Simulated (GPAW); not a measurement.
## Screening of a field by Cr2C(OH)2 MXene monolayer

Wanted: the out-of-plane polarisability of Cr2C(OH)2 MXene monolayer.

Main program and level: GPAW 26.7.0; GPAW, PAW setups; layer in a repeated cell with vacuum, relaxation of atoms and in-plane cell, in the first sound run; inputs show where later runs differ.

Report form: the programs' logs are mostly left out.

### Step 1. The structure

The cell holds 7 atoms: 2 H, 2 O, 2 Cr and 1 C. Cell: a = 2.836 Å, b = 2.836 Å, c = 20.169 Å, α = 90.0°, β = 90.0°, γ = 120.0°. Vacuum lies along c.

### Step 2. Relaxing the atoms

The atoms are relaxed first, since the surface dipole, and with it the work function, follows the positions of the outer layers.

run.py reads:

```python
import json
import numpy as np
from ase import Atoms
from ase.filters import FrechetCellFilter
from ase.optimize import BFGS
from gpaw import GPAW, PW

slab = Atoms(
    ['H', 'O', 'Cr', 'C', 'Cr', 'O', 'H'],
    positions=[
        [-0.00000, 1.63735, 7.00000],
        [-0.00000, 1.63735, 7.98000],
        [1.41799, 0.81868, 8.96539],
        [0.00000, 0.00000, 10.08439],
        [-0.00000, 1.63735, 11.20339],
        [1.41799, 0.81868, 12.18879],
        [1.41799, 0.81868, 13.16879]],
    cell=[[2.83598, 0.0, 0.0], [-1.41799, 2.45603, 0.0], [0.0, 0.0, 20.1688]],
    pbc=[True, True, True],
    magmoms=[0.0, 0.0, 2.0, 0.0, 2.0, 0.0, 0.0])

slab.calc = GPAW(mode=PW(600), xc='PBE', kpts={'size': (12, 12, 1), 'gamma': True},
                 occupations={'name': 'fermi-dirac', 'width': 0.05}, nbands='160%',
                 convergence={'density': 1e-05}, maxiter=200,
                 symmetry={'tolerance': 1e-3}, txt='slab.txt')
result = {}
# The in-plane cell is free; stress needs a cell that repeats along all three vectors
path = []
opt = BFGS(FrechetCellFilter(slab, mask=[1, 1, 0, 0, 0, 1]), maxstep=0.2)
opt.attach(lambda: path.append((slab.get_potential_energy(), slab.positions.tolist(), slab.get_forces().tolist())))
result['relaxed'] = bool(opt.run(fmax=0.02, steps=45))
result['path'] = path
result['cell'] = slab.cell.tolist()
print('in-plane lattice', slab.cell.cellpar().round(4)[[0, 1, 5]])
energy = slab.get_potential_energy()
fermi = slab.calc.get_fermi_level()
v = slab.calc.get_electrostatic_potential().mean((0, 1)) - fermi
n = slab.calc.get_pseudo_density().mean((0, 1))
L = slab.cell[2, 2]
z = np.arange(len(v)) * L / len(v)
low, high = slab.positions[:, 2].min(), slab.positions[:, 2].max()
below, above = np.interp([low - 4.8, high + 4.8], z, v)
slopes = [np.interp(x, z, np.gradient(v, z)) for x in (low - 4.8, high + 4.8)]
eps = np.array([[slab.calc.get_eigenvalues(k, s) for k in range(len(slab.calc.get_ibz_k_points()))]
                for s in range(slab.calc.get_number_of_spins())]) - fermi
top, bottom = eps[eps < 0].max(), eps[eps > 0].min()
dipole = slab.get_dipole_moment()[2]
print(f'energy {energy:.4f} eV, Fermi level {fermi:.4f} eV, dipole {dipole:.5f} e A')
print(f'potential 4.8 A off the faces, from the Fermi level: lower {below:.4f} eV, upper {above:.4f} eV')
print(f'slope of the potential there: lower {slopes[0]:.5f}, upper {slopes[1]:.5f} eV/A')
print(f'nearest levels on the mesh: {top:.4f} and {bottom:.4f} eV')
print('magnetic moment', round(slab.get_magnetic_moment(), 3))
result.update(energy=energy, fermi=fermi, dipole=dipole, below=below, above=above, slopes=slopes, edges=[top, bottom],
              z=z.tolist(), v=v.tolist(), n=n.tolist(), positions=slab.positions.tolist(),
              forces=slab.get_forces(apply_constraint=False).tolist(), moments=slab.get_magnetic_moments().tolist())
json.dump(result, open('result.json', 'w'))
```

Run with:

```
$ OMP_NUM_THREADS=1 OPENBLAS_NUM_THREADS=1 python run.py
```

Wall time 45 min (1 thread of Arm Neoverse V1, shared host); peak memory 0.63 GiB.

Numbers from this step:

```
dipole along the normal                    : 3.20e-5 e·Å
levels nearest the Fermi level on the mesh : -0.005259, 0.03954 eV from the Fermi level
site moments                               : 0.003979, 0.009676, 2.170, -0.1084, 2.170, 0.009676, 0.003979 μB
sum of the site moments                    : 4.259 μB
```

The electrostatic potential energy of an electron (without an applied field's), less the Fermi level, planar mean oscillates, so the rows of the table below give means over windows of 1 Å about each position, cut where the curve ends. Its maxima inside the range that stand out by 2 % of the span (Å: eV): 7.1: 0.108, 8.2: -5.22, 9.7: -8.83, 10.5: -8.83, 11.9: -5.21, 13.0: 0.111. Its minima: 6.8: -1.11, 7.8: -10.5, 9.0: -16.7, 10.1: -13.3, 11.2: -16.7, 12.4: -10.5, 13.4: -1.10.

The electrostatic potential energy of an electron (without an applied field's), less the Fermi level, planar mean by z; means over each step:

z (Å), electrostatic potential energy of an electron (without an applied field's), less the Fermi level, planar mean (eV) and a bar from the least value:
```
        0        1.7 ##############################
        1        1.7 ##############################
        2        1.7 ##############################
        3        1.7 ##############################
        4        1.6 ##############################
        5        1.5 ##############################
        6        1.0 #############################
        7       -0.8 #########################
        8       -7.4 ############
        9      -13.5 
       10      -10.7 #####
       11      -13.4 
       12       -7.9 ###########
       13       -1.9 #######################
       14        0.7 ############################
       15        1.5 ##############################
       16        1.6 ##############################
       17        1.7 ##############################
       18        1.7 ##############################
       19        1.7 ##############################
       20        1.7 ##############################
```

The pseudo valence density, planar mean oscillates, so the rows of the table below give means over windows of 1.09 Å about each position, cut where the curve ends. Its maxima inside the range that stand out by 2 % of the span (Å: e/Å³): 7.9: 0.942, 9.1: 0.646, 10.1: 0.613, 11.1: 0.646, 12.3: 0.942. Its minima: 8.6: 0.423, 9.4: 0.550, 10.8: 0.550, 11.6: 0.423.

Pseudo valence density, planar mean against z; means over each step:

```tsv
z (Å)	pseudo valence density, planar mean (e/Å³)
2.73	6.3e-5
3.82	2.6e-4
4.91	0.00139
6.00	0.0217
7.09	0.333
8.18	0.664
9.27	0.584
10.36	0.590
11.45	0.542
12.54	0.671
13.63	0.102
14.72	0.00458
15.81	5.7e-4
16.90	1.3e-4
17.99	3.0e-5
```

Site moment by atom:

```tsv
atom	site moment (μB)
H1	0.00
O2	0.01
Cr3	2.17
C4	-0.11
Cr5	2.17
O6	0.01
H7	0.00
```

The relaxation lowered the energy of the cell by 1.79 eV (energies extrapolated to zero smearing; the optimiser's log prints free energies). The largest force left on a free atom is 0.0093 eV/Å.

### Step 3. The slab's potential

The work function is the vacuum plateau of the electrostatic potential less the Fermi level; a dipole layer lets the two faces have plateaus of their own.

This step: GPAW, PAW setups; slab in vacuum (GPAW 26.7.0).

The cell differs from the one that the last finished run ended in (c 20.169 → 20.531 Å).

run.py reads:

```python
import json
import numpy as np
from ase import Atoms
from gpaw import GPAW, PW

slab = Atoms(
    ['H', 'O', 'Cr', 'C', 'Cr', 'O', 'H'],
    positions=[
        [0.00000, 1.73641, 7.00000],
        [-0.00000, 1.73641, 7.97370],
        [1.50378, 0.86821, 9.19481],
        [0.00000, 0.00000, 10.26570],
        [-0.00000, 1.73641, 11.33659],
        [1.50378, 0.86821, 12.55771],
        [1.50378, 0.86821, 13.53141]],
    cell=[[3.00756, 0.0, 0.0], [-1.50378, 2.60463, 0.0], [0.0, 0.0, 20.5314]],
    pbc=[True, True, False],
    magmoms=[0.0, 0.0, 2.0, 0.0, 2.0, 0.0, 0.0])

slab.calc = GPAW(mode=PW(500), xc='PBE', kpts={'size': (12, 12, 1), 'gamma': True},
                 occupations={'name': 'fermi-dirac', 'width': 0.05}, nbands='160%',
                 convergence={'density': 1e-05}, maxiter=200,
                 poissonsolver={'dipolelayer': 'xy'},
                 symmetry={'tolerance': 1e-3}, txt='slab.txt')
result = {}
energy = slab.get_potential_energy()
fermi = slab.calc.get_fermi_level()
v = slab.calc.get_electrostatic_potential().mean((0, 1)) - fermi
n = slab.calc.get_pseudo_density().mean((0, 1))
L = slab.cell[2, 2]
z = np.arange(len(v)) * L / len(v)
low, high = slab.positions[:, 2].min(), slab.positions[:, 2].max()
below, above = np.interp([low - 4.8, high + 4.8], z, v)
slopes = [np.interp(x, z, np.gradient(v, z)) for x in (low - 4.8, high + 4.8)]
eps = np.array([[slab.calc.get_eigenvalues(k, s) for k in range(len(slab.calc.get_ibz_k_points()))]
                for s in range(slab.calc.get_number_of_spins())]) - fermi
top, bottom = eps[eps < 0].max(), eps[eps > 0].min()
dipole = slab.get_dipole_moment()[2]
print(f'energy {energy:.4f} eV, Fermi level {fermi:.4f} eV, dipole {dipole:.5f} e A')
print(f'potential 4.8 A off the faces, from the Fermi level: lower {below:.4f} eV, upper {above:.4f} eV')
print(f'slope of the potential there: lower {slopes[0]:.5f}, upper {slopes[1]:.5f} eV/A')
print(f'nearest levels on the mesh: {top:.4f} and {bottom:.4f} eV')
print('magnetic moment', round(slab.get_magnetic_moment(), 3))
result.update(energy=energy, fermi=fermi, dipole=dipole, below=below, above=above, slopes=slopes, edges=[top, bottom],
              z=z.tolist(), v=v.tolist(), n=n.tolist(), positions=slab.positions.tolist(),
              forces=slab.get_forces(apply_constraint=False).tolist(), moments=slab.get_magnetic_moments().tolist())
json.dump(result, open('result.json', 'w'))
```

It took 1.8 min on 1 thread; peak memory 0.29 GiB.

This step gave:

```yaml
dipole_along_the_normal: 2.32e-4 e·Å
levels_nearest_the_fermi_level_on_the_mesh: -0.005027, 0.03907 eV from the Fermi level
upper_work_function: 1.696 eV
lower_work_function: 1.698 eV
site_moments: 0.004003, 0.009523, 2.169, -0.1086, 2.169, 0.009523, 0.004003 μB
sum_of_the_site_moments: 4.256 μB
```

The electrostatic potential energy of an electron (without an applied field's), less the Fermi level, planar mean oscillates, so the rows of the table below give means over windows of 1 Å about each position, cut where the curve ends. Its maxima inside the range that stand out by 2 % of the span (Å: eV): 7.3: 0.117, 8.5: -5.26, 9.8: -8.93, 10.7: -8.93, 12.1: -5.26, 13.2: 0.115. Its minima: 6.9: -1.05, 8.0: -10.6, 9.2: -16.7, 10.3: -13.3, 11.3: -16.7, 12.5: -10.6, 13.6: -1.05.

The electrostatic potential energy of an electron (without an applied field's), less the Fermi level, planar mean by z; means over each step:

```tsv
z (Å)	electrostatic potential energy of an electron (without an applied field's), less the Fermi level, planar mean (eV)
0	1.70
1	1.70
2	1.70
3	1.69
4	1.67
5	1.59
6	1.21
7	-0.312
8	-6.65
9	-12.6
10	-11.0
11	-12.7
12	-8.59
13	-3.47
14	0.310
15	1.47
16	1.64
17	1.68
18	1.69
19	1.70
20	1.70
```

The pseudo valence density, planar mean oscillates, so the rows of the table below give means over windows of 1 Å about each position, cut where the curve ends. Its maxima inside the range that stand out by 2 % of the span (Å: e/Å³): 8.0: 0.968, 9.3: 0.634, 10.3: 0.613, 11.2: 0.634, 12.5: 0.968. Its minima: 8.7: 0.421, 9.7: 0.552, 10.8: 0.552, 11.8: 0.421.

Table of pseudo valence density, planar mean by z; means over each step:

```tsv
z (Å)	pseudo valence density, planar mean (e/Å³)
3	7.5e-5
4	2.7e-4
5	0.00117
6	0.0121
7	0.185
8	0.728
9	0.540
10	0.590
11	0.589
12	0.601
13	0.518
14	0.0599
15	0.00343
16	5.7e-4
17	1.5e-4
18	4.0e-5
```

Force by atom:

```tsv
atom	x (eV/Å)	y (eV/Å)	z (eV/Å)	size
H1	0.000	0.000	-0.101	0.101
O2	0.000	0.000	0.119	0.119
Cr3	0.000	0.000	0.006	0.006
C4	0.000	0.000	0.000	0.000
Cr5	0.000	0.000	-0.006	0.006
O6	0.000	0.000	-0.119	0.119
H7	0.000	0.000	0.101	0.101
```

The potential is flat to 0.004 eV/Å where it is read, so the vacuum is wide enough.

### Step 4. Field on

A uniform field along the normal polarises the slab; the atoms stay fixed, so this is the electronic response alone.

run.py: that of step 3 with these lines changed.

```diff
@@ -4,2 +4,3 @@
 from gpaw import GPAW, PW
+from gpaw.external import ConstantElectricField
 
@@ -23,2 +24,3 @@
                  poissonsolver={'dipolelayer': 'xy'},
+                 external=ConstantElectricField(-0.2, [0, 0, 1]),
                  symmetry={'tolerance': 1e-3}, txt='slab.txt')
```

It took 14 min on 1 thread; peak memory 0.61 GiB.

Numbers from this step:

- dipole along the normal: -0.09527 e·Å
- levels nearest the Fermi level on the mesh: -0.002867, 0.04136 eV from the Fermi level
- site moments: 0.003891, 0.009829, 2.169, -0.1084, 2.165, 0.009219, 0.004060 μB
- sum of the site moments: 4.253 μB
- potential below the slab, the applied field's own ramp left out: 0.7362 eV from the Fermi level
- potential above the slab, the applied field's own ramp left out: 2.928 eV from the Fermi level

The electrostatic potential energy of an electron (without an applied field's), less the Fermi level, planar mean oscillates, so the rows of the table below give means over windows of 0.5 Å about each position, cut where the curve ends. Its maxima inside the range that stand out by 2 % of the span (Å: eV): 7.32: -0.477, 8.46: -5.62, 9.89: -9.01, 10.74: -8.84, 12.07: -4.89, 13.21: 0.737, 20.06: 2.94. Its minima: 6.94: -1.72, 7.98: -11.0, 9.22: -17.0, 10.27: -13.3, 11.31: -16.5, 12.55: -10.1, 13.59: -0.338.

Table of electrostatic potential energy of an electron (without an applied field's), less the Fermi level, planar mean by z; means over each step:

z (Å), electrostatic potential energy of an electron (without an applied field's), less the Fermi level, planar mean (eV) and a bar from the least value:
```
      0.0        1.4 ###########################
      0.5        0.8 ##########################
      1.0        0.7 ##########################
      1.5        0.7 ##########################
      2.0        0.7 ##########################
      2.5        0.7 ##########################
      3.0        0.7 ##########################
      3.5        0.7 ##########################
      4.0        0.7 ##########################
      4.5        0.7 ##########################
      5.0        0.7 ##########################
      5.5        0.6 ##########################
      6.0        0.4 ##########################
      6.5       -0.2 #########################
      7.0       -1.3 #######################
      7.5       -2.3 #####################
      8.0       -9.3 #########
      8.5       -6.8 #############
      9.0      -14.3 
      9.5      -13.1 ##
     10.0      -10.6 ######
     10.5      -10.8 ######
     11.0      -12.4 ###
     11.5      -14.2 
     12.0       -6.3 ##############
     12.5       -8.4 ##########
     13.0       -1.5 ######################
     13.5        0.1 #########################
     14.0        1.3 ###########################
     14.5        2.2 #############################
     15.0        2.5 #############################
     15.5        2.7 ##############################
     16.0        2.8 ##############################
     16.5        2.8 ##############################
     17.0        2.9 ##############################
     17.5        2.9 ##############################
     18.0        2.9 ##############################
     18.5        2.9 ##############################
     19.0        2.9 ##############################
     19.5        2.9 ##############################
     20.0        2.9 ##############################
```

Force by atom:

```tsv
atom	x (eV/Å)	y (eV/Å)	z (eV/Å)	size
H1	0.000	0.000	-0.079	0.079
O2	-0.001	0.000	0.092	0.092
Cr3	0.000	0.000	0.015	0.015
C4	0.000	0.000	-0.015	0.015
Cr5	0.000	0.000	0.028	0.028
O6	0.001	0.000	-0.165	0.165
H7	0.000	0.000	0.122	0.122
```

The dipole is now -0.0953 e Å, against 2.3e-4 in the run without a field.

### Step 5. In a field

run.py: that of step 4 with these lines changed.

```diff
@@ -24,3 +24,3 @@
                  poissonsolver={'dipolelayer': 'xy'},
-                 external=ConstantElectricField(-0.2, [0, 0, 1]),
+                 external=ConstantElectricField(-0.1, [0, 0, 1]),
                  symmetry={'tolerance': 1e-3}, txt='slab.txt')
```

Wall time 13 min (1 thread); peak memory 0.62 GiB.

This step gave:

```
dipole along the normal                                         : -0.04714 e·Å
levels nearest the Fermi level on the mesh                      : -0.004232, 0.003692 eV from the Fermi level
site moments                                                    : 0.003949, 0.009696, 2.170, -0.1085, 2.167, 0.009390, 0.004046 μB
sum of the site moments                                         : 4.255 μB
potential below the slab, the applied field's own ramp left out : 1.190 eV from the Fermi level
potential above the slab, the applied field's own ramp left out : 2.275 eV from the Fermi level
```

The electrostatic potential energy of an electron (without an applied field's), less the Fermi level, planar mean oscillates, so the rows of the table below give means over windows of 0.5 Å about each position, cut where the curve ends. Its maxima inside the range that stand out by 2 % of the span (Å: eV): 7.32: -0.184, 8.46: -5.45, 9.89: -8.98, 10.74: -8.89, 12.07: -5.08, 13.21: 0.424, 19.96: 2.28. Its minima: 6.94: -1.39, 7.98: -10.8, 9.22: -16.8, 10.27: -13.3, 11.31: -16.6, 12.55: -10.3, 13.59: -0.697.

The electrostatic potential energy of an electron (without an applied field's), less the Fermi level, planar mean by z; means over each step:

```tsv
z (Å)	electrostatic potential energy of an electron (without an applied field's), less the Fermi level, planar mean (eV)
0.0	1.54
0.5	1.22
1.0	1.19
1.5	1.19
2.0	1.19
2.5	1.19
3.0	1.19
3.5	1.18
4.0	1.17
4.5	1.16
5.0	1.12
5.5	1.04
6.0	0.839
6.5	0.170
7.0	-0.992
7.5	-2.00
8.0	-9.03
8.5	-6.59
9.0	-14.2
9.5	-13.1
10.0	-10.6
10.5	-10.8
11.0	-12.5
11.5	-14.3
12.0	-6.46
12.5	-8.62
13.0	-1.81
13.5	-0.287
14.0	0.858
14.5	1.69
15.0	1.98
15.5	2.11
16.0	2.19
16.5	2.23
17.0	2.25
17.5	2.26
18.0	2.27
18.5	2.28
19.0	2.28
19.5	2.28
20.0	2.26
```

Force by atom:

```tsv
atom	x (eV/Å)	y (eV/Å)	z (eV/Å)	size
H1	0.000	0.000	-0.089	0.089
O2	-0.001	0.000	0.102	0.102
Cr3	0.000	0.000	0.014	0.014
C4	0.000	0.000	-0.008	0.008
Cr5	0.000	0.000	0.009	0.009
O6	0.001	0.000	-0.141	0.141
H7	0.000	0.000	0.112	0.112
```

The dipole is now -0.0471 e Å, against 2.3e-4 in the run without a field.

### Step 6. In a field

run.py: that of step 5 with these lines changed.

```diff
@@ -24,3 +24,3 @@
                  poissonsolver={'dipolelayer': 'xy'},
-                 external=ConstantElectricField(-0.1, [0, 0, 1]),
+                 external=ConstantElectricField(-0.05, [0, 0, 1]),
                  symmetry={'tolerance': 1e-3}, txt='slab.txt')
```

Elapsed: 13 min, on 1 thread; peak memory 0.62 GiB.

### Step 7. Field on

run.py: that of step 6 with these lines changed.

```diff
@@ -24,3 +24,3 @@
                  poissonsolver={'dipolelayer': 'xy'},
-                 external=ConstantElectricField(-0.05, [0, 0, 1]),
+                 external=ConstantElectricField(0.05, [0, 0, 1]),
                  symmetry={'tolerance': 1e-3}, txt='slab.txt')
```

Elapsed: 13 min, on 1 thread; peak memory 0.61 GiB.

The electrostatic potential energy of an electron (without an applied field's), less the Fermi level, planar mean oscillates, so the rows of the table below give means over windows of 1 Å about each position, cut where the curve ends. Its maxima inside the range that stand out by 2 % of the span (Å: eV): 7.3: 0.270, 8.5: -5.17, 9.8: -8.91, 10.6: -8.96, 12.1: -5.35, 13.2: -0.0353. Its minima: 6.9: -0.874, 8.0: -10.4, 9.2: -16.7, 10.3: -13.3, 11.3: -16.8, 12.5: -10.7, 13.6: -1.22.

The electrostatic potential energy of an electron (without an applied field's), less the Fermi level, planar mean by z; means over each step:

z (Å), electrostatic potential energy of an electron (without an applied field's), less the Fermi level, planar mean (eV) and a bar from the least value:
```
        0        1.9 ##############################
        1        2.0 ##############################
        2        2.0 ##############################
        3        2.0 ##############################
        4        1.9 ##############################
        5        1.8 ##############################
        6        1.4 #############################
        7       -0.1 ##########################
        8       -6.5 #############
        9      -12.5 
       10      -11.0 ###
       11      -12.7 
       12       -8.7 ########
       13       -3.6 ###################
       14        0.1 ##########################
       15        1.2 ############################
       16        1.4 #############################
       17        1.4 #############################
       18        1.4 #############################
       19        1.4 #############################
       20        1.5 #############################
```

(Continued in part 2 of 2.)

[Logs are printed without paths, hosts, clocks, repeated set-up lines and the standing remarks that a program may print on its own settings, such as how far it seeks lower states.]

[Hosts, paths, dates, database ids (printed as entryN), source tags and the programs' standing remarks are cut or masked in the printed files.]
